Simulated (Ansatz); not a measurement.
Two G0W0 runs on BaH2 (Pnma).

The structure is orthorhombic, space group Pnma (No. 62). Conventional cell: a = 6.792 Å, b = 4.168 Å, c = 7.858 Å, α = 90.00°, β = 90.00°, γ = 90.00°. Ba has 9 H at 2.50 to 3.00 Å nearest. H has 5 Ba at 2.68 to 3.00 Å nearest. Nearest to H lie 4 Ba at 2.50 to 2.68 Å. Farther neighbours are not listed.

```xyz
12
Lattice="6.7920 0.0000 0.0000 0.0000 4.1680 0.0000 0.0000 0.0000 7.8580" Properties=species:S:1:pos:R:3 pbc="T T T"
Ba    1.7679    1.0420    6.9829
Ba    1.6281    3.1260    3.0539
Ba    5.1639    1.0420    4.8041
Ba    5.0241    3.1260    0.8751
H     0.2921    1.0420    1.3673
H     3.1039    3.1260    5.2963
H     3.6881    1.0420    2.5617
H     6.4999    3.1260    6.4907
H     4.3876    1.0420    7.1783
H     5.8004    3.1260    3.2493
H     0.9916    1.0420    4.6087
H     2.4044    3.1260    0.6797
```

The cell and positions come from the Crystallography Open Database and are kept as given unless a step says otherwise. Spin-orbit coupling is left out unless a run names it.

The first (Ansatz 0.2.0; start LDA, 2×4×2 mesh, 1022 empty bands, screening to 160 eV, PAW set soft_1 files; 1 × NVIDIA H100 80GB HBM3 (shared by 6 runs) with 3 threads of AMD EPYC 7R13 (Zen 3), shared host) gave, on its mesh: starting gap 2.80 eV, G0W0 gap 4.58 eV, RPA ε∞ (mean) 4.25, 51 s.

**Question.** The second changes empty bands from 1022 to 167 and screening cutoff (eV) from 160.0 to 48. What does it give?

It gave: starting gap 2.80 eV, G0W0 gap 4.40 eV, RPA ε∞ (mean) 4.25, 19 s. The G0W0 gap moves by −0.18 eV, +0.00 eV from the start and −0.18 eV from the correction. Σc changes by +0.46 eV at the valence top and +0.28 eV at the conduction bottom, and Σx − Vxc between them by +0.00 eV.

Limits: not at the basis limit; no spin-orbit coupling; coarse k mesh.

[Paths, hosts, dates, memory and timing lines, banners, echoed tables and standing remarks are left out of the program output.]

[Logs are printed without paths, hosts, clocks, repeated set-up lines and the standing remarks that a program may print on its own settings, such as how far it seeks lower states.]

[Runs of the session that timed out or met a known fault of the program may be left out.]

[Cells called generated may have been cut or substituted from an entry of the Crystallography Open Database or the Materials Project.]

[Hosts, paths, dates, database ids (printed as entryN), source tags and the programs' standing remarks are cut or masked in the printed files.]
